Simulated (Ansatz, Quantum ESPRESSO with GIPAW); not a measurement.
# 13C and 1H NMR of C5H8O3, calculated

The task is to compute the NMR parameters of C5H8O3 site by site.

Calculated with Quantum ESPRESSO with GIPAW 8.0dev (patched build); DFT, PBEsol, plane-wave PAW (pslibrary 1.0.0 recipes), scalar-relativistic, GIPAW; a patched development version of the program.

## 1. Starting point

It takes space group C2/c (No. 15, monoclinic). Conventional cell: a = 11.321 Å, b = 6.851 Å, c = 7.316 Å, α = 90.00°, β = 100.66°, γ = 90.00°. Nearest to O lie 2 C at 1.34 to 1.46 Å. Nearest to O lie 1 C at 1.22 Å. Nearest to C lie 1 H at 1.10 Å and 1 O at 1.46 Å and 2 C at 1.50 to 1.54 Å. C has 3 H at 1.10 Å and 1 C at 1.50 Å nearest. Nearest to C lie 3 O at 1.22 to 1.34 Å. H has 1 C at 1.10 Å nearest. Farther neighbours and most contacts between anions are not listed.

The cell is an entry of the Crystallography Open Database; it need not be the form that is stable at ambient conditions.

This structure had its atoms relaxed beforehand (DFT, PBEsol, plane-wave PAW (pslibrary 1.0.0 recipes), Quantum ESPRESSO with GIPAW), starting from the database entry, since shieldings follow bond lengths closely.

## 2. Ground state

The shielding is a linear response of the occupied states, which this run provides. It is converged far beyond what an energy needs, since the response uses the wavefunctions themselves. No empty states are asked for: the response is solved without them. The mesh has a spacing of 0.44 Å⁻¹ at most. The PAW files were made with ld1.x from the pslibrary 1.0.0 recipes, with GIPAW reconstruction switched on.

Input file scf.in:

```
&control
  calculation = 'scf'
  prefix = 'x'
  outdir = './tmp/'
  pseudo_dir = './'
/
&system
  ibrav = 0
  nat = 32
  ntyp = 3
  ecutwfc = 55
  ecutrho = 330
  nbnd = 46
/
&electrons
  conv_thr = 1.0d-10
  mixing_beta = 0.7
  electron_maxstep = 100
/
ATOMIC_SPECIES
  O 15.999 O.pbesol-n-kjpaw_psl.1.0.0-gipaw.UPF
  C 12.011 C.pbesol-n-kjpaw_psl.1.0.0-gipaw.UPF
  H 1.008 H.pbesol-kjpaw_psl.1.0.0-gipaw.UPF
CELL_PARAMETERS angstrom
  5.66060000 -3.42525000 0.00000000
  5.66060000 3.42525000 0.00000000
  -1.35314091 0.00000000 7.19018210
ATOMIC_POSITIONS crystal
  O 0.47214685 0.36026013 0.64307331
  O 0.63973987 0.52785315 0.85692669
  O 0.52785315 0.63973987 0.35692669
  O 0.36026013 0.47214685 0.14307331
  O 0.26872994 0.73127006 0.75000000
  O 0.73127006 0.26872994 0.25000000
  C 0.70082148 0.17628750 0.68387698
  C 0.82371250 0.29917852 0.81612302
  C 0.29917852 0.82371250 0.31612302
  C 0.17628750 0.70082148 0.18387698
  C 0.68494346 0.98960973 0.76481921
  C 0.01039027 0.31505654 0.73518079
  C 0.31505654 0.01039027 0.23518079
  C 0.98960973 0.68494346 0.26481921
  C 0.44617105 0.55382895 0.75000000
  C 0.55382895 0.44617105 0.25000000
  H 0.77692757 0.11495872 0.55010171
  H 0.88504128 0.22307243 0.94989829
  H 0.22307243 0.88504128 0.44989829
  H 0.11495872 0.77692757 0.05010171
  H 0.61164467 0.05248308 0.89956333
  H 0.94751692 0.38835533 0.60043667
  H 0.38835533 0.94751692 0.10043667
  H 0.05248308 0.61164467 0.39956333
  H 0.85869457 0.84779361 0.78584257
  H 0.15220639 0.14130543 0.71415743
  H 0.14130543 0.15220639 0.21415743
  H 0.84779361 0.85869457 0.28584257
  H 0.57989868 0.92139552 0.66957842
  H 0.07860448 0.42010132 0.83042158
  H 0.42010132 0.07860448 0.33042158
  H 0.92139552 0.57989868 0.16957842
K_POINTS automatic
  3 3 2 0 0 0
```

The run is started by

```bash
$ mpirun -np 4 pw.x -nk 4 -in scf.in > scf.out
```

What it wrote:

```text
using ibrav=0 with symmetry is DISCOURAGED, use correct ibrav instead

     bravais-lattice index     =            0
     lattice parameter (alat)  =      12.5029  a.u.
     unit-cell volume          =    1881.5737 (a.u.)^3
     number of atoms/cell      =           32
     number of atomic types    =            3
     number of electrons       =        92.00
     number of Kohn-Sham states=           46
     kinetic-energy cutoff     =      55.0000  Ry
     charge density cutoff     =     330.0000  Ry
     scf convergence threshold =      1.0E-10
     mixing beta               =       0.7000
     number of iterations used =            8  plain     mixing
     Exchange-correlation= SLA-PW-PSX-PSC
                           (   1   4  10   8   0   0   0)
[...]
O                 6.00    15.99900     O ( 1.00)
     C                 4.00    12.01100     C ( 1.00)
     H                 1.00     1.00800     H ( 1.00)

      4 Sym. Ops., with inversion, found ( 2 have fractional translation)
[...]
number of k points=     8
[...]
Dense  grid:   190491 G-vectors     FFT dimensions: (  75,  75,  80)

     Smooth grid:   103763 G-vectors     FFT dimensions: (  60,  60,  72)

     Check: negative core charge=   -0.000008

     Initial potential from superposition of free atoms

     starting charge      91.9994, renormalised to      92.0000
     Starting wfcs are   80 randomized atomic wfcs

     Self-consistent Calculation

     iteration #  1     ecut=    55.00 Ry     beta= 0.70
     Davidson diagonalization with overlap
     ethr =  1.00E-02,  avg # of iterations =  2.0

     total energy              =    -445.35938706 Ry
     estimated scf accuracy    <       3.34551367 Ry

     iteration #  2     ecut=    55.00 Ry     beta= 0.70
     Davidson diagonalization with overlap
     ethr =  3.64E-03,  avg # of iterations =  5.6

     total energy              =    -446.46856174 Ry
     estimated scf accuracy    <       0.72015731 Ry

     iteration #  3     ecut=    55.00 Ry     beta= 0.70
     Davidson diagonalization with overlap
     ethr =  7.83E-04,  avg # of iterations =  6.1

     total energy              =    -446.74142558 Ry
     estimated scf accuracy    <       0.31392384 Ry

[...]
total energy              =    -446.77669679 Ry
[...]
iteration # 23     ecut=    55.00 Ry     beta= 0.70
     Davidson diagonalization with overlap
     ethr =  2.40E-13,  avg # of iterations =  2.0

     total energy              =    -446.77669679 Ry
     estimated scf accuracy    <          6.0E-10 Ry

     iteration # 24     ecut=    55.00 Ry     beta= 0.70
     Davidson diagonalization with overlap
     ethr =  2.40E-13,  avg # of iterations =  5.6

     End of self-consistent calculation
     [one-electron energies left out]

!    total energy              =    -446.77669679 Ry
     total all-electron energy =     -1677.741902 Ry
     estimated scf accuracy    <          1.5E-11 Ry

     The total energy is the sum of the following terms:
     one-electron contribution =    -268.65044904 Ry
     hartree contribution      =     169.51524834 Ry
     xc contribution           =    -100.96179538 Ry
     ewald contribution        =    -132.71131882 Ry
     one-center paw contrib.   =    -113.96838189 Ry

     convergence has been achieved in  24 iterations
[...]
JOB DONE.
```

The job ended after 2.2 min (4 MPI ranks of Arm Neoverse V1, shared host; peak memory 1 GiB; 8.6 min of CPU time).

It converged in 24 cycles to an estimated accuracy of 1e-11 Ry, on 8 irreducible k-points.

## 3. Magnetic response

The job finds the current that a weak uniform field induces (applied as a long wave, q_gipaw) and the field that this current makes at each nucleus. On atoms with p or d valence electrons much of the paramagnetic part arises close to the nucleus, where the PAW partial waves rebuild the true states. pawproj makes the reconstruction use the PAW data sets' own projectors.

Input file nmr.in:

```
&inputgipaw
  job = 'nmr'
  prefix = 'x'
  tmp_dir = './tmp/'
  restart_mode = 'from_scratch'
  verbosity = 'low'
  q_gipaw = 0.01
  spline_ps = .true.
  conv_threshold = 1.0d-11
  use_nmr_macroscopic_shape = .false.
  pawproj(1) = .true.
  pawproj(2) = .true.
  pawproj(3) = .true.
/
```

The run is started by

```bash
$ mpirun -np 4 gipaw.x -in nmr.in > nmr.out
```

What it wrote:

```text
[banner, memory and clock lines left out]
[a note of our patched build left out]

     Parallelizing q-star over 1 images

     IMPORTANT: XC functional enforced from input :
     Exchange-correlation= PBESOL
                           (   1   4  10   8   0   0   0)
     Any further DFT definition will be discarded
     Please, verify this is what you really want

     Check: negative core charge=   -0.000008
[...]
projs nearly linearly dependent: l=0  n1,n2= 1, 2  s=  0.99970544
[...]
alpha_pv=     44.5647 eV

     spline_ps is .false., expect some extrapolation errors

     q-space interpolation up to    66.00 Rydberg

     GIPAW job: nmr
     NMR macroscopic correction: no
[...]
Computing the magnetic susceptibility     isolve=0    ethr=  0.1000E-10
     Starting from scratch
     k-point #    1 of     8      pool #  1    cpu time:       1.0
[...]
End of magnetic susceptibility calculation

     f-sum rule (1st term):
           -88.2080         -0.0000         -0.0050
            -0.0000        -88.3920         -0.0000
            -0.0049         -0.0000        -88.2176

     f-sum rule (2nd term):
            -1.3354         -0.0000          0.0054
             0.0000         -1.1506         -0.0000
             0.0053          0.0000         -1.3281

     f-sum rule (should be   -89.5400):
           -89.5434         -0.0000          0.0004
            -0.0000        -89.5427         -0.0000
             0.0004         -0.0000        -89.5458

[... susceptibilities left out ...]
     Contributions to the NMR chemical shifts: -------------------------------

     Macroscopic shape contribution in ppm:                    0.00
             0.0000          0.0000          0.0000
             0.0000          0.0000          0.0000
             0.0000          0.0000          0.0000

     Core contribution in ppm:

     Atom  1  O   pos: (  0.580655 -0.057924  0.698858)  core sigma:         270.50
     Atom  2  O   pos: (  0.823690 -0.057924  0.931262)  core sigma:         270.50
     Atom  3  O   pos: (  0.925949  0.057924  0.387889)  core sigma:         270.50
     Atom  4  O   pos: (  0.682913  0.057924  0.155484)  core sigma:         270.50
     Atom  5  O   pos: (  0.702172  0.239458  0.815060)  core sigma:         270.50
     Atom  6  O   pos: (  0.804431 -0.239458  0.271687)  core sigma:         270.50
     Atom  7  C   pos: (  0.610555 -0.271553  0.743201)  core sigma:         199.99
     Atom  8  C   pos: (  0.793789 -0.271553  0.886919)  core sigma:         199.99
     Atom  9  C   pos: (  0.896048  0.271553  0.343546)  core sigma:         199.99
     Atom 10  C   pos: (  0.712814  0.271553  0.199828)  core sigma:         199.99
     Atom 11  C   pos: (  1.276262  0.157727  0.831164)  core sigma:         199.99
     Atom 12  C   pos: (  0.128082  0.157727  0.798955)  core sigma:         199.99
     Atom 13  C   pos: (  0.230341 -0.157727  0.255582)  core sigma:         199.99
     Atom 14  C   pos: (  1.378521 -0.157727  0.287791)  core sigma:         199.99
     Atom 15  C   pos: (  0.702172  0.055735  0.815060)  core sigma:         199.99
     Atom 16  C   pos: (  0.804431 -0.055735  0.271687)  core sigma:         199.99
     Atom 17  H   pos: (  0.650557 -0.342703  0.597821)  core sigma:           0.00
     Atom 18  H   pos: (  0.753787 -0.342703  1.032298)  core sigma:           0.00
     Atom 19  H   pos: (  0.856046  0.342703  0.488925)  core sigma:           0.00
     Atom 20  H   pos: (  0.752816  0.342703  0.054448)  core sigma:           0.00
     Atom 21  H   pos: (  0.384225 -0.289480  0.977597)  core sigma:           0.00
     Atom 22  H   pos: (  1.020120 -0.289480  0.652522)  core sigma:           0.00
     Atom 23  H   pos: (  1.122378  0.289480  0.109149)  core sigma:           0.00
     Atom 24  H   pos: (  0.486484  0.289480  0.434224)  core sigma:           0.00
     Atom 25  H   pos: (  1.299285 -0.005643  0.854011)  core sigma:           0.00
     Atom 26  H   pos: (  0.105059 -0.005643  0.776108)  core sigma:           0.00
[...]
Atom 31  H   pos: (  0.359096 -0.176794  0.359084)  core sigma:           0.00
     Atom 32  H   pos: (  1.249766 -0.176794  0.184289)  core sigma:           0.00

     Bare contribution in ppm:

     Atom  1  O   pos: (  0.580655 -0.057924  0.698858)  bare sigma:          27.97
[...]
Atom  2  O   pos: (  0.823690 -0.057924  0.931262)  bare sigma:          27.97
[...]
Atom  3  O   pos: (  0.925949  0.057924  0.387889)  bare sigma:          27.97
[...]
Atom  4  O   pos: (  0.682913  0.057924  0.155484)  bare sigma:          27.97
[...]
Atom  5  O   pos: (  0.702172  0.239458  0.815060)  bare sigma:           9.75
[...]
Atom  6  O   pos: (  0.804431 -0.239458  0.271687)  bare sigma:           9.75
[...]
Atom  7  C   pos: (  0.610555 -0.271553  0.743201)  bare sigma:         -37.95
[...]
Atom  8  C   pos: (  0.793789 -0.271553  0.886919)  bare sigma:         -37.95
[...]
Atom  9  C   pos: (  0.896048  0.271553  0.343546)  bare sigma:         -37.95
[...]
Atom 23  H   pos: (  1.122378  0.289480  0.109149)  para_lq sigma:           0.00
[...]
Atom 24  H   pos: (  0.486484  0.289480  0.434224)  para_lq sigma:           0.00
[...]
Atom 25  H   pos: (  1.299285 -0.005643  0.854011)  para_lq sigma:           0.00
[...]
Atom 26  H   pos: (  0.105059 -0.005643  0.776108)  para_lq sigma:           0.00
[...]
Atom 31  H   pos: (  0.359096 -0.176794  0.359084)  para_lq sigma:           0.00
[...]
Atom 32  H   pos: (  1.249766 -0.176794  0.184289)  para_lq sigma:           0.00
[...]
Total NMR chemical shifts in ppm: ---------------------------------------
     (adopting the Simpson convention for anisotropy and asymmetry)-----------

     Atom  1  O   pos: (  0.580655 -0.057924  0.698858)  Total sigma:         105.11
           158.4670         36.9826         14.9934
            79.1012         14.5443         75.6974
            31.9430         38.2608        142.3175

     O       1    anisotropy:   -187.19    eta:    0.6615
[...]
Atom  2  O   pos: (  0.823690 -0.057924  0.931262)  Total sigma:         105.11
[... its tensor is left out ...]
     Atom  3  O   pos: (  0.925949  0.057924  0.387889)  Total sigma:         105.11
[... its tensor is left out ...]
     Atom  4  O   pos: (  0.682913  0.057924  0.155484)  Total sigma:         105.11
[... its tensor is left out ...]
     Atom  5  O   pos: (  0.702172  0.239458  0.815060)  Total sigma:          41.71
            75.8213          0.0000       -184.6732
            -0.0000        -52.8377         -0.0000
          -185.0858          0.0000        102.1338

     O       5    anisotropy:    348.93    eta:    0.1871
[...]
Atom  6  O   pos: (  0.804431 -0.239458  0.271687)  Total sigma:          41.71
[... its tensor is left out ...]
     Atom  7  C   pos: (  0.610555 -0.271553  0.743201)  Total sigma:          81.48
            71.6214        -13.3454          5.0553
           -18.2532        118.8814        -11.1326
             3.9900        -16.2993         53.9520

     C       7    anisotropy:     67.59    eta:    0.3497
[...]
Atom  8  C   pos: (  0.793789 -0.271553  0.886919)  Total sigma:          81.48
[... its tensor is left out ...]
     Atom  9  C   pos: (  0.896048  0.271553  0.343546)  Total sigma:          81.48
[... its tensor is left out ...]
     Atom 10  C   pos: (  0.712814  0.271553  0.199828)  Total sigma:          81.48
[... its tensor is left out ...]
     Atom 11  C   pos: (  1.276262  0.157727  0.831164)  Total sigma:         147.23
           159.2385          9.6618         -4.3843
             5.8779        142.6716         -4.7401
            -5.3364         -9.1868        139.7765

     C      11    anisotropy:     25.79    eta:    0.5335
[...]
Atom 12  C   pos: (  0.128082  0.157727  0.798955)  Total sigma:         147.23
[... its tensor is left out ...]
     Atom 13  C   pos: (  0.230341 -0.157727  0.255582)  Total sigma:         147.23
[... its tensor is left out ...]
     Atom 14  C   pos: (  1.378521 -0.157727  0.287791)  Total sigma:         147.23
[... its tensor is left out ...]
     Atom 15  C   pos: (  0.702172  0.055735  0.815060)  Total sigma:           5.44
           -28.3733         -0.0000        -37.2397
            -0.0000         70.5750         -0.0000
           -40.4394         -0.0000        -25.8872

     C      15    anisotropy:   -107.14    eta:    0.8238
[...]
Atom 16  C   pos: (  0.804431 -0.055735  0.271687)  Total sigma:           5.44
[... its tensor is left out ...]
     Atom 17  H   pos: (  0.650557 -0.342703  0.597821)  Total sigma:          18.76
            16.6621         -0.3210         -1.8518
             0.0209         19.5926          2.0086
            -1.3725          1.9965         20.0127

     H      17    anisotropy:      5.07    eta:    0.6976
[...]
Atom 18  H   pos: (  0.753787 -0.342703  1.032298)  Total sigma:          18.76
[... its tensor is left out ...]
     Atom 19  H   pos: (  0.856046  0.342703  0.488925)  Total sigma:          18.76
[... its tensor is left out ...]
     Atom 20  H   pos: (  0.752816  0.342703  0.054448)  Total sigma:          18.76
[... its tensor is left out ...]
     Atom 21  H   pos: (  0.384225 -0.289480  0.977597)  Total sigma:          22.29
            21.7219          0.1696         -1.9144
             0.7496         19.8170          1.8061
            -1.3771          1.6338         25.3447

     H      21    anisotropy:      6.02    eta:    0.6434
[...]
Atom 22  H   pos: (  1.020120 -0.289480  0.652522)  Total sigma:          22.29
[... its tensor is left out ...]
     Atom 23  H   pos: (  1.122378  0.289480  0.109149)  Total sigma:          22.29
[... its tensor is left out ...]
     Atom 24  H   pos: (  0.486484  0.289480  0.434224)  Total sigma:          22.29
[... its tensor is left out ...]
     Atom 25  H   pos: (  1.299285 -0.005643  0.854011)  Total sigma:          21.74
            19.9567          0.6458          0.0279
             0.6831         27.1723         -1.3886
             0.1884         -1.9470         18.0993

     H      25    anisotropy:      8.67    eta:    0.3716
[...]
Atom 26  H   pos: (  0.105059 -0.005643  0.776108)  Total sigma:          21.74
[... its tensor is left out ...]
     Atom 27  H   pos: (  0.207318  0.005643  0.232735)  Total sigma:          21.74
[... its tensor is left out ...]
     Atom 28  H   pos: (  1.401544  0.005643  0.310638)  Total sigma:          21.74
[... its tensor is left out ...]
     Atom 29  H   pos: (  1.147507  0.176794  0.727662)  Total sigma:          22.28
            26.4174          1.4866          4.3907
             1.9720         18.3672         -0.3126
             3.1869          0.0424         22.0660

     H      29    anisotropy:      9.79    eta:    0.3962
[...]
Atom 30  H   pos: (  0.256837  0.176794  0.902458)  Total sigma:          22.28
[... its tensor is left out ...]
     Atom 31  H   pos: (  0.359096 -0.176794  0.359084)  Total sigma:          22.28
[... its tensor is left out ...]
     Atom 32  H   pos: (  1.249766 -0.176794  0.184289)  Total sigma:          22.28
[... its tensor is left out ...]
```

Run time: 18 min. Hardware: 4 MPI ranks; peak memory 0.87 GiB.

The f-sum rule is met to 0.0058 of 89.5 (0.006 %). Converged shieldings require that this miss be small, but a small miss does not prove them.

From the symmetric part of each tensor, with principal values σ11 ≤ σ22 ≤ σ33: σ_iso is their mean, the span is σ33 − σ11 and the skew 3(σ_iso − σ22)/span. (gipaw.x prints an anisotropy in another convention.)

```
site  atom no.  atoms in cell  σ_iso (ppm)  span (ppm)   skew
O(1)         1              4        105.1       228.5  -0.28
O(2)         5              2         41.7       370.7   0.77
C(1)         7              4         81.5        75.5   0.58
C(2)        11              4        147.2        30.4   0.40
C(3)        15              2          5.4       136.6  -0.14
H(1)        17              4        18.76        6.25   0.25
H(2)        21              4        22.29        7.32   0.29
H(3)        25              4        21.74        9.74   0.56
H(4)        29              4        22.28       11.08   0.53
```

The macroscopic shape term is switched off. For a spherical sample the valence susceptibility of this run would add about 7 ppm to every site, a rough estimate, since the susceptibility converges slowly and lacks part of the PAW terms. Differences within the crystal don't depend on it, but shieldings of different compounds can't be compared to better than a few ppm without it.

In this run the largest span is that of O(2) (site symmetry 2), with principal values -96.4, -52.8 and 274.3 ppm. On O(2) the middle shielded direction lies along its short bond to C.

[end of part 1 of 2]

[Banner, clock, file and message-heading lines were taken out of the pw.x and gipaw.x logs.]

[Logs are printed without paths, hosts, clocks, repeated set-up lines and the standing remarks that a program may print on its own settings, such as how far it seeks lower states.]

[Hosts, paths, dates, database ids (printed as entryN), source tags and the programs' standing remarks are cut or masked in the printed files.]

[Where no reference line passes its bar on scatter, no shift is given, so a measured shift of this compound may stand uncompared.]
